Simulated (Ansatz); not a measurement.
# A hypothetical structure for BaAgS2

Starting from a made-up structure for BaAgS2, the aim is the relaxed cell, its shortest contacts and, where a second run follows, its electronic structure.

Calculated with Ansatz 0.2.0; DFT, PBE, plane-wave PAW, files of the set soft_1, scalar-relativistic, no spin, cell and ions relaxed at zero pressure; PAW set soft_1, in the first sound run; inputs show where later runs differ.

### Step 1. Starting point

The structure is orthorhombic, space group Cmcm (No. 63). Conventional cell: a = 4.404 Å, b = 19.875 Å, c = 4.823 Å, α = 90.00°, β = 90.00°, γ = 90.00°. Nearest to Ba lie 7 S at 3.01 to 3.28 Å. Nearest to Ag lie 4 S at 2.36 to 2.41 Å. Nearest to S lie 3 Ag at 2.36 to 2.41 Å and 2 Ba at 3.09 Å. Nearest to S lie 1 Ag at 2.41 Å and 5 Ba at 3.01 to 3.28 Å. Farther neighbours and most contacts between anions are not listed.

Structure file:

```cif
data_structure
_symmetry_space_group_name_H-M 'Cmcm'
_symmetry_Int_Tables_number 63
_cell_length_a 4.4040
_cell_length_b 19.8750
_cell_length_c 4.8230
_cell_angle_alpha 90.000
_cell_angle_beta 90.000
_cell_angle_gamma 90.000
_cell_volume 422.15
loop_
_atom_site_label
_atom_site_type_symbol
_atom_site_symmetry_multiplicity
_atom_site_Wyckoff_symbol
_atom_site_fract_x
_atom_site_fract_y
_atom_site_fract_z
_atom_site_occupancy
Ba1 Ba 4 c 0.50000 0.83410 0.75000 1
Ag1 Ag 4 c 0.50000 0.56150 0.75000 1
S1 S 4 c 0.00000 0.94290 0.75000 1
S2 S 4 c 0.50000 0.68260 0.75000 1
```

### Step 2. Relaxing cell and atoms

The guessed cell has no reason to be at equilibrium. It is relaxed with the atoms, within the space group of the guess.

Input file input.yaml:

```yaml
crystal:
  lattice:
    - [2.202, -9.9375, 0.0]
    - [2.202, 9.9375, 0.0]
    - [0.0, 0.0, 4.823]
  atoms:
    - { symbol: Ba, position: [0.6659, 0.3341, 0.75] }
    - { symbol: Ba, position: [0.3341, 0.6659, 0.25] }
    - { symbol: Ag, position: [0.9385, 0.0615, 0.75] }
    - { symbol: Ag, position: [0.0615, 0.9385, 0.25] }
    - { symbol: S, position: [0.0571, 0.9429, 0.75] }
    - { symbol: S, position: [0.8174, 0.1826, 0.75] }
    - { symbol: S, position: [0.9429, 0.0571, 0.25] }
    - { symbol: S, position: [0.1826, 0.8174, 0.25] }
kpoints:
  mp_grid: { grid: [6, 6, 6] }
scf:
  occupations: { method: fermi_dirac, width: 0.05 }
hamiltonian:
  xc: pbe
  pseudopotentials: { kind: paw, azcp: { folder: soft_1 } }
relax:
  f_tol: 0.015
  max_steps: 70
  cell: {}
output:
  forces: true
  stress: true
```

Started as:

```bash
> ansatz run input.yaml --threads 4 --pin off --max-ram 10240MiB --backend cpu --events-out ev --progress --plain --runs-dir out
```

Numbers of over 12 decimals in the logs are rounded to 6 here.

What it wrote:

```text
basis.fft_grid_basis auto: the FFT boxes are laid along the combinations [[1, 1, 0], [0, 1, 0], [0, 0, 1]] of the cell's own vectors, 4.404, 10.179 and 4.823 Å long. The dense box has 30×72×36 points. Along the cell's own vectors, as sized, it would have 72×72×36, 2.40 times as many. Of the 8 symmetry operations that the crystal satisfies within crystal.symmetry.tolerance (time reversal apart; of a slab, those that k [...]
Engine: ansatz 0.2.0, aarch64-unknown-linux-gnu
Pseudopotentials: kind: paw
Pseudopotential: Ba, paw, valence charge 10, recommended cutoff 420 eV (normal), soft_1/Ba.paw.azcp
Pseudopotential: Ag, paw, valence charge 19, recommended cutoff 420 eV (normal), soft_1/Ag.paw.azcp
Pseudopotential: S, paw, valence charge 6, recommended cutoff 420 eV (normal), soft_1/S.paw.azcp
Functional definition: PBE
  parameter kappa = 0.804
  parameter beta = 0.066725
  exchange = pbe_x(kappa = kappa, mu = beta*pi^2/3)
  correlation = pbe_c(beta = beta)
Crystal: 8 atoms, lattice volume = 211.077 Å³
Basis set: ecut = 420 eV, 4123 PW (Γ), FFT grids on a1+a2, a2, a3, exchange–correlation on 60×144×72 points (8 copies of the dense FFT grid, shifted against one another)
Bands: 50, of which v1, the nominal top of the filled ones, is band 41 counted from 1 (40 counted from 0)
Symmetry: 8 space group operations
Space group: Cmcm (ITA 63), of the structure as read, at distance tolerance 6.0e-5 Å
k-points: 52 of 216
Non-local potential: Ba, projectors of the file, l = 0: 3, l = 1: 2, l = 2: 2, l = 3: 2
Non-local potential: Ag, projectors of the file, l = 0: 3, l = 1: 2, l = 2: 2, l = 3: 1
Non-local potential: S, projectors of the file, l = 0: 2, l = 1: 2, l = 2: 1
PAW form: soft (Blöchl's): semilocal exchange-correlation on the pseudo side does not see the compensation charge
PAW one-centre angular grid: Ba, 194 points (default); XC on 64 Gauss nodes
PAW one-centre angular grid: Ag, 590 points (default); XC on 64 Gauss nodes
PAW one-centre angular grid: S, 110 points (default); XC on 64 Gauss nodes
Initial density: superposition of atomic densities (chi_scale 0.1, normalization cell, long waves kept (reshape's long-wave potential 0.56 eV rms))
Initial wavefunctions: pseudopotential atomic-orbital guess
Functional: x = pbe(κ = 0.804, μ = 0.219515), c = pbe(β = 0.066725)
SCF iter   1: F=—  HF=-30707.619372 eV  |F-HF|=—  |Δ(HF+E_count)|=         —  Δρ=1.08e-1  dr2=9.49e1  ethr=3.10e-3  ⟨swp⟩=13.1  Hψ=14464  notcnv=0
preconditioner: auto → LDOS  [metal: Δε(μ)=0.040 eV  Ē_g=8.431 eV  σ=0.050 eV  W_gap=0.19  n_scr=48 (ndim 8)  ℏωp=20.1 eV  f_vac=0.013  D(μ)=4.93/eV (n_scr^D=32)  β→1.0]
SCF iter   2: F=—  HF=-30699.395568 eV  |F-HF|=—  |Δ(HF+E_count)|=    8.22e0  Δρ=4.29e-2  dr2=7.81e0  ethr=3.10e-3  ⟨swp⟩=6.1  Hψ=7781  notcnv=0  defer=30
preconditioner: auto → Resta (q_TF=auto, 2.331 Å⁻¹)  ε∞=5.5  [insulator: Δε(μ)=0.406 eV  Ē_g=9.437 eV  σ=0.050 eV  W_gap=0.95  n_scr=48 (ndim 8)  ℏωp=20.1 eV  f_vac=0.042  D(μ)=0.05/eV (n_scr^D=0)  ε∞_Penn≈5.5  β→0.5]
SCF iter   3: F=—  HF=-30697.400154 eV  |F-HF|=—  |Δ(HF+E_count)|=    2.00e0  Δρ=1.61e-2  dr2=9.08e-1  ethr=3.10e-3  ⟨swp⟩=5.0  Hψ=5634  notcnv=0  defer=114
SCF iter   4: F=—  HF=-30697.227638 eV  |F-HF|=—  |Δ(HF+E_count)|=   1.73e-1  Δρ=1.10e-2  dr2=3.17e-1  ethr=1.11e-3  ⟨swp⟩=4.9  Hψ=5886  notcnv=0  defer=123
SCF iter   5: F=—  HF=-30697.158772 eV  |F-HF|=—  |Δ(HF+E_count)|=   6.89e-2  Δρ=2.57e-3  dr2=2.28e-2  ethr=3.87e-4  ⟨swp⟩=4.4  Hψ=6259  notcnv=0  defer=128
SCF iter   6: F=—  HF=-30697.160899 eV  |F-HF|=—  |Δ(HF+E_count)|=   2.13e-3  Δρ=5.64e-4  dr2=1.02e-3  ethr=2.78e-5  ⟨swp⟩=3.3  Hψ=4686  notcnv=0  defer=129
SCF iter   7: F=—  HF=-30697.161976 eV  |F-HF|=—  |Δ(HF+E_count)|=   1.08e-3  Δρ=1.74e-4  dr2=1.30e-4  ethr=1.25e-6  ⟨swp⟩=2.1  Hψ=4050  notcnv=0  defer=129
SCF iter   8: F=—  HF=-30697.162081 eV  |F-HF|=—  |Δ(HF+E_count)|=   1.04e-4  Δρ=4.99e-5  dr2=8.19e-6  ethr=1.59e-7  ⟨swp⟩=2.1  Hψ=3937  notcnv=0  defer=129
SCF iter   9: F=—  HF=-30697.162113 eV  |F-HF|=—  |Δ(HF+E_count)|=   3.24e-5  Δρ=1.40e-5  dr2=2.00e-6  ethr=9.98e-9  ⟨swp⟩=2.0  Hψ=4118  notcnv=0  defer=128
SCF iter  10: F=-30697.162113 eV  HF=-30697.162113 eV  |F-HF|=9.11e-9  |Δ(HF+E_count)|=   1.35e-7  Δρ=5.82e-6  dr2=9.08e-8  ethr=1.22e-10  ⟨swp⟩=4.0  Hψ=11195  notcnv=0
SCF 1 converged in 10 iterations: F = -30697.162113 eV  dr2 = 9.08e-8
  greatest PAW one-centre occupation: 1.002 electrons in one spin orbital (limit 2), on the Ag atom at site 3 (counted from 0), in its partial waves of l = 0
relax step   1: F+E_penalty+E_count = -30697.16211316 eV  Δ(F+E_penalty+E_count) = +0.000e0 eV  max|allowed force component| = 5.559e-1 eV/Å  Δτ_max = 0.0000 Å  P = +4.875 GPa  Ω = 211.077 Å³  (10 SCF iters, dr2 threshold 1.00e-7 eV, accepted)
Crystal: 8 atoms, lattice volume = 230.615 Å³
Basis set: ecut = 420 eV, 4541 PW (Γ), FFT grids on a1+a2, a2, a3, exchange–correlation on 60×144×72 points (8 copies of the dense FFT grid, shifted against one another)
Initial density: handed on by an earlier stage of this run
Initial wavefunctions: those handed on with the density
iter 1 solved again at ethr=8.12e-4 eV; its pass at ethr=3.10e-3 eV (dr2=6.66e-1 eV) is discarded
SCF iter   1: F=—  HF=-30697.572164 eV  |F-HF|=—  |Δ(HF+E_count)|=         —  Δρ=8.91e-3  dr2=6.68e-1  ethr=8.12e-4  ⟨swp⟩=2.2  Hψ=13863  notcnv=0
preconditioner: auto → LDOS  [insulator: Δε(μ)=0.282 eV  Ē_g=9.882 eV  σ=0.050 eV  W_gap=0.88  n_scr=48 (ndim 8)  ℏωp=19.3 eV  f_vac=0.084  D(μ)=0.53/eV (n_scr^D=2)  ε∞_Penn≈4.8  β→1.0]
SCF iter   2: F=—  HF=-30697.793813 eV  |F-HF|=—  |Δ(HF+E_count)|=   2.22e-1  Δρ=1.46e-2  dr2=1.77e0  ethr=8.12e-4  ⟨swp⟩=5.7  Hψ=7432  notcnv=0  defer=25  recentre
preconditioner: auto → Resta (q_TF=auto, 2.296 Å⁻¹)  ε∞=5.2  [insulator: Δε(μ)=0.418 eV  Ē_g=9.388 eV  σ=0.050 eV  W_gap=0.97  n_scr=48 (ndim 8)  ℏωp=19.3 eV  f_vac=0.074  D(μ)=0.14/eV (n_scr^D=0)  ε∞_Penn≈5.2  β→0.5]
SCF iter   3: F=—  HF=-30697.425944 eV  |F-HF|=—  |Δ(HF+E_count)|=   3.68e-1  Δρ=1.94e-3  dr2=1.06e-2  ethr=8.12e-4  ⟨swp⟩=3.4  Hψ=4791  notcnv=0  defer=140
SCF iter   4: F=—  HF=-30697.424510 eV  |F-HF|=—  |Δ(HF+E_count)|=   1.43e-3  Δρ=9.35e-4  dr2=2.18e-3  ethr=1.29e-5  ⟨swp⟩=2.0  Hψ=4551  notcnv=0  defer=140
SCF iter   5: F=—  HF=-30697.424086 eV  |F-HF|=—  |Δ(HF+E_count)|=   4.25e-4  Δρ=3.05e-4  dr2=3.14e-4  ethr=2.66e-6  ⟨swp⟩=2.0  Hψ=3842  notcnv=0  defer=140
SCF iter   6: F=—  HF=-30697.424139 eV  |F-HF|=—  |Δ(HF+E_count)|=   5.37e-5  Δρ=1.37e-4  dr2=7.06e-5  ethr=3.83e-7  ⟨swp⟩=2.0  Hψ=3610  notcnv=0  defer=140
[...]
Crystal: 8 atoms, lattice volume = 227.453 Å³
Basis set: ecut = 420 eV, 4453 PW (Γ), FFT grids on a1+a2, a2, a3, exchange–correlation on 60×144×72 points (8 copies of the dense FFT grid, shifted against one another)
iter 1 solved again at ethr=2.26e-5 eV; its pass at ethr=3.10e-3 eV (dr2=1.85e-2 eV) is discarded
SCF iter   1: F=—  HF=-30697.457437 eV  |F-HF|=—  |Δ(HF+E_count)|=         —  Δρ=1.98e-3  dr2=1.88e-2  ethr=2.26e-5  ⟨swp⟩=2.9  Hψ=12764  notcnv=0
preconditioner: auto → Resta (q_TF=auto, 2.302 Å⁻¹)  ε∞=5.0  [insulator: Δε(μ)=0.356 eV  Ē_g=9.708 eV  σ=0.050 eV  W_gap=0.94  n_scr=48 (ndim 8)  ℏωp=19.4 eV  f_vac=0.066  D(μ)=0.27/eV (n_scr^D=0)  ε∞_Penn≈5.0]
SCF iter   2: F=—  HF=-30697.453244 eV  |F-HF|=—  |Δ(HF+E_count)|=   4.19e-3  Δρ=1.00e-3  dr2=4.02e-3  ethr=2.26e-5  ⟨swp⟩=2.7  Hψ=4038  notcnv=0
SCF iter   3: F=—  HF=-30697.452306 eV  |F-HF|=—  |Δ(HF+E_count)|=   9.38e-4  Δρ=4.03e-4  dr2=5.69e-4  ethr=4.90e-6  ⟨swp⟩=2.1  Hψ=4085  notcnv=0
SCF iter   4: F=—  HF=-30697.452254 eV  |F-HF|=—  |Δ(HF+E_count)|=   5.13e-5  Δρ=1.82e-4  dr2=9.02e-5  ethr=6.93e-7  ⟨swp⟩=2.2  Hψ=3892  notcnv=0
SCF iter   5: F=—  HF=-30697.452255 eV  |F-HF|=—  |Δ(HF+E_count)|=   3.79e-7  Δρ=5.53e-5  dr2=1.31e-5  ethr=1.10e-7  ⟨swp⟩=2.0  Hψ=4472  notcnv=0
SCF iter   6: F=—  HF=-30697.452260 eV  |F-HF|=—  |Δ(HF+E_count)|=   5.51e-6  Δρ=1.94e-5  dr2=1.64e-6  ethr=1.59e-8  ⟨swp⟩=2.1  Hψ=3524  notcnv=0
SCF iter   7: F=-30697.452262 eV  HF=-30697.452262 eV  |F-HF|=1.58e-7  |Δ(HF+E_count)|=   2.02e-6  Δρ=5.73e-6  dr2=1.29e-7  ethr=9.76e-10  ⟨swp⟩=5.0  Hψ=9420  notcnv=0
SCF 3 converged in 7 iterations: F = -30697.452262 eV  dr2 = 1.29e-7
relax step   3: F+E_penalty+E_count = -30697.45226234 eV  Δ(F+E_penalty+E_count) = -2.809e-2 eV  max|allowed force component| = 9.116e-2 eV/Å  Δτ_max = 0.0400 Å  P = -0.071 GPa  Ω = 227.453 Å³  energy of the carried Pulay correction = -3.603e-3 eV  (7 SCF iters, dr2 threshold 8.00e-7 eV, accepted)
[...]
relax step   4: F+E_penalty+E_count = -30697.45410218 eV  Δ(F+E_penalty+E_count) = -1.840e-3 eV  max|allowed force component| = 6.449e-2 eV/Å  Δτ_max = 0.0261 Å  P = -0.049 GPa  Ω = 226.969 Å³  energy of the carried Pulay correction = -3.500e-3 eV  (6 SCF iters, dr2 threshold 5.19e-7 eV, accepted)
[...]
relax step   5: F+E_penalty+E_count = -30697.45502740 eV  Δ(F+E_penalty+E_count) = -9.252e-4 eV  max|allowed force component| = 5.294e-3 eV/Å  Δτ_max = 0.0089 Å  P = -0.006 GPa  Ω = 226.958 Å³  energy of the carried Pulay correction = -3.498e-3 eV  (5 SCF iters, dr2 threshold 2.60e-7 eV, accepted)
[...]
relax step   6: F+E_penalty+E_count = -30697.45505067 eV  Δ(F+E_penalty+E_count) = -2.327e-5 eV  max|allowed force component| = 5.060e-4 eV/Å  Δτ_max = 0.0001 Å  P = -0.002 GPa  Ω = 226.997 Å³  energy of the carried Pulay correction = -3.506e-3 eV  (5 SCF iters, dr2 threshold 7.95e-9 eV, accepted)
Initial wavefunctions: pseudopotential atomic-orbital guess (no wavefunctions were taken with the density)
iter 1 solved again at ethr=5.15e-7 eV; its pass at ethr=3.10e-3 eV (dr2=4.22e-4 eV) is discarded
SCF iter   1: F=—  HF=-30697.458201 eV  |F-HF|=—  |Δ(HF+E_count)|=         —  Δρ=1.13e-4  dr2=3.77e-6  ethr=5.15e-7  ⟨swp⟩=4.1  Hψ=19925  notcnv=0
preconditioner: auto → Resta (q_TF=auto, 2.302 Å⁻¹)  ε∞=5.0  [insulator: Δε(μ)=0.396 eV  Ē_g=9.724 eV  σ=0.050 eV  W_gap=0.96  n_scr=48 (ndim 8)  ℏωp=19.4 eV  f_vac=0.067  D(μ)=0.19/eV (n_scr^D=0)  ε∞_Penn≈5.0]
SCF iter   2: F=—  HF=-30697.458430 eV  |F-HF|=—  |Δ(HF+E_count)|=   2.28e-4  Δρ=5.55e-5  dr2=1.15e-6  ethr=4.59e-9  ⟨swp⟩=2.0  Hψ=4731  notcnv=0
SCF iter   3: F=—  HF=-30697.458478 eV  |F-HF|=—  |Δ(HF+E_count)|=   4.85e-5  Δρ=2.27e-5  dr2=1.36e-7  ethr=1.40e-9  ⟨swp⟩=2.0  Hψ=3515  notcnv=0
SCF iter   4: F=—  HF=-30697.458486 eV  |F-HF|=—  |Δ(HF+E_count)|=   8.30e-6  Δρ=1.93e-6  dr2=3.37e-9  ethr=1.66e-10  ⟨swp⟩=2.0  Hψ=4628  notcnv=0
SCF iter   5: F=—  HF=-30697.458486 eV  |F-HF|=—  |Δ(HF+E_count)|=   1.64e-8  Δρ=2.62e-7  dr2=2.10e-10  ethr=4.11e-12  ⟨swp⟩=2.0  Hψ=4203  notcnv=0
SCF iter   6: F=-30697.458486 eV  HF=-30697.458486 eV  |F-HF|=1.09e-11  |Δ(HF+E_count)|=  7.64e-11  Δρ=8.39e-8  dr2=3.56e-11  ethr=1.00e-12  ⟨swp⟩=5.0  Hψ=9651  notcnv=0
SCF 7 converged in 6 iterations: F = -30697.458486 eV  dr2 = 3.56e-11
  greatest PAW one-centre occupation: 1.001 electrons in one spin orbital (limit 2), on the Ag atom at site 3 (counted from 0), in its partial waves of l = 0
relax step   7: F+E_penalty+E_count = -30697.45848646 eV  Δ(F+E_penalty+E_count) = -3.436e-3 eV  max|allowed force component| = 5.663e-4 eV/Å  Δτ_max = 0.0000 Å  P = -0.009 GPa  Ω = 226.997 Å³  stress off target by 1.35e-2 GPa  SCF on the basis re-selected at this cell (its energy is not comparable with the rows above)  (6 SCF iters)
basis re-selected at this cell: Δ(F+E_penalty+E_count) = -3.436e-3 eV, ΔP = -0.007 GPa vs the last step (what re-selecting the basis moved, of the pressure what is left beyond the Pulay correction that the steps carried, after the strain that the cell walked since its last selection, with what the two solves' SCF thresholds leave and, on support functions, any second-order correction that the steps lacked; it is no m [...]
SCF converged after 6 iterations
Free energy (F): -30697.458486 eV
Harris-Foulkes:  -30697.458486 eV  (|F-HF|=1.09e-11)
Internal energy: -30697.455873 eV  (E = F + TS)
E sigma→0 (E₀):  -30697.457180 eV
Entropy (-TS):   -0.002613 eV (-0.327 meV/atom)
Fermi energy:    7.066598 eV
--- Per-component energies (eV) ---
  E_band       = -943.123797
  E_kinetic    = 1672.649007
  E_local      = -9715.664824  (includes V_loc(G=0)·N_el)
  E_nonlocal   = 386.637262
  E_hartree    = 4410.844431
  E_xc         = -1069.711636
  E_vxc        = -988.914695  (∫ρ·V_xc dr)
  E_paw        = -20733.636537  (= ΣΔE_a)
  E_vpaw       = -1119.519812  (= ΣTr[D̂ρ^β])
  E_aug_tail   = 0.000752  (compensation charges beyond the density's cutoff)
  E_ewald      = -5648.574329
  E_smearing   = -0.002613  (= −TS)
  E_closure    = 0.000000  (closes the sum)
  Σ components = -30697.458486   (vs F -30697.458486, Δ=0.00e0)
--- Forces (eV/Å), atoms counted from 1 ---
  atom   1  Ba     0.00000000    -0.00056632    -0.00000000
  atom   2  Ba    -0.00000000     0.00056632     0.00000000
  atom   3  Ag     0.00000000     0.00020815    -0.00000000
  atom   4  Ag    -0.00000000    -0.00020815     0.00000000
  atom   5  S     -0.00000000     0.00010885     0.00000000
  atom   6  S     -0.00000000    -0.00038342     0.00000000
  atom   7  S      0.00000000    -0.00010885    -0.00000000
  atom   8  S      0.00000000     0.00038342    -0.00000000
  max |Σ_I F_I| component: 8.67e-19 eV/Å
--- Stress (GPa, compression-positive) ---
       -0.013118       0.000000      -0.000000
        0.000000      -0.013477      -0.000000
       -0.000000      -0.000000       0.000652
  P = ⅓ Tr σ = -0.0086 GPa (-0.086 kbar)
--- Relaxed structure (6 steps of the walk, 6 accepted, 1 SCFs on fresh bases) ---
  F+E_penalty+E_count = -30697.45848646 eV   max|allowed force component| = 5.663e-4 eV/Å   (the final SCF, on the basis selected at the relaxed cell)
  cell:  # Å, volume = 226.9973 Å³
    - [2.212318, -10.294897, -3.8179712548340196e-17]
    - [2.212318, 10.294897, 3.8179712548340196e-17]
    - [0, 1.8529887156794438e-17, 4.983348]
  atoms:
    - { symbol: Ba, position: [0.666388, 0.333612, 0.75] }
    - { symbol: Ba, position: [0.333612, 0.666388, 0.25] }
    - { symbol: Ag, position: [0.936958, 0.063042, 0.75] }
    - { symbol: Ag, position: [0.063042, 0.936958, 0.25] }
    - { symbol: S, position: [0.054886, 0.945114, 0.75] }
    - { symbol: S, position: [0.818568, 0.181432, 0.75] }
    - { symbol: S, position: [0.945114, 0.054886, 0.25] }
    - { symbol: S, position: [0.181432, 0.818568, 0.25] }
```

It took 45 s on 4 threads of Arm Neoverse V2, shared host; peak memory 0.87 GiB; 2.9 min of CPU time.

Step by step:

```
step  energy less that of the first step (eV)  largest force component (eV/Å)  pressure (GPa)  volume (Å³)
   1                                   0.0000                          0.5559            4.87       211.08
   2                                  -0.2621                          0.2920           -0.36       230.62
   3                                  -0.2901                          0.0912           -0.07       227.45
   4                                  -0.2920                          0.0645           -0.05       226.97
   5                                  -0.2929                          0.0053           -0.01       226.96
   6                                  -0.2929                          0.0005            0.00       227.00
  7*                                  -0.2964                          0.0006           -0.01       227.00
```

Relaxation steps marked * repeat the geometry before them on a plane-wave basis chosen anew for their cell, so energy and pressure can jump there.

The run keeps the 8 symmetry operations that it works with, so distortions that break them were not tested.

```
conventional cell, symmetrised  before   after  change
                         a (Å)   4.404   4.425  +0.5 %
                         b (Å)  19.875  20.590  +3.6 %
                         c (Å)   4.823   4.983  +3.3 %
              volume (Å³/atom)   26.38   28.37  +7.5 %
```

The atoms that moved most (Å, as changes of fractional coordinates times the final cell):

```
atom     dx      dy     dz  length
  S7  0.000  -0.046  0.000   0.046
  S5  0.000   0.046  0.000   0.046
 Ag4  0.000  -0.032  0.000   0.032
 Ag3  0.000   0.032  0.000   0.032
  S6  0.000  -0.024  0.000   0.024
  S8  0.000   0.024  0.000   0.024
 Ba1  0.000  -0.010  0.000   0.010
 Ba2  0.000   0.010  0.000   0.010
```

Final coordinates:

```cif
data_structure
_symmetry_space_group_name_H-M 'P 1'
_symmetry_Int_Tables_number 1
_cell_length_a 10.5299
_cell_length_b 10.5299
_cell_length_c 4.9833
_cell_angle_alpha 90.000
_cell_angle_beta 90.000
_cell_angle_gamma 155.744
_cell_volume 227.00
loop_
_atom_site_label
_atom_site_type_symbol
_atom_site_fract_x
_atom_site_fract_y
_atom_site_fract_z
_atom_site_occupancy
Ba1 Ba 0.66639 0.33361 0.75000 1
Ba2 Ba 0.33361 0.66639 0.25000 1
Ag3 Ag 0.93696 0.06304 0.75000 1
Ag4 Ag 0.06304 0.93696 0.25000 1
S5 S 0.05489 0.94511 0.75000 1
S6 S 0.81857 0.18143 0.75000 1
S7 S 0.94511 0.05489 0.25000 1
S8 S 0.18143 0.81857 0.25000 1
```

Numbers from this step:

| Property | Result |
| --- | --- |
| free energy | -30697.4585 eV |
| energy at zero smearing | -30697.4572 eV |
| smearing term TS | 0.002613 eV |
| Fermi energy | 7.067 eV |
| electrons | 82 |
| symmetry operations | 8 |
| pressure | -0.008648 GPa |

The shortest distance of each pair, which need not be the same contact before and after:

```
 pair  guess (Å)  relaxed (Å)
 Ag–S      2.357        2.428
 Ba–S      3.011        3.133
  S–S      3.312        3.364
Ag–Ag      3.434        3.598
Ag–Ba      3.869        3.954
```

The relaxation ends with a largest force component of 5.7e-4 eV/Å and a pressure of -0.01 GPa.

[end of part 1 of 2]

[Logs are printed without paths, hosts, clocks, repeated set-up lines and the standing remarks that a program may print on its own settings, such as how far it seeks lower states.]

[Hosts, paths, dates, database ids (printed as entryN), source tags and the programs' standing remarks are cut or masked in the printed files.]
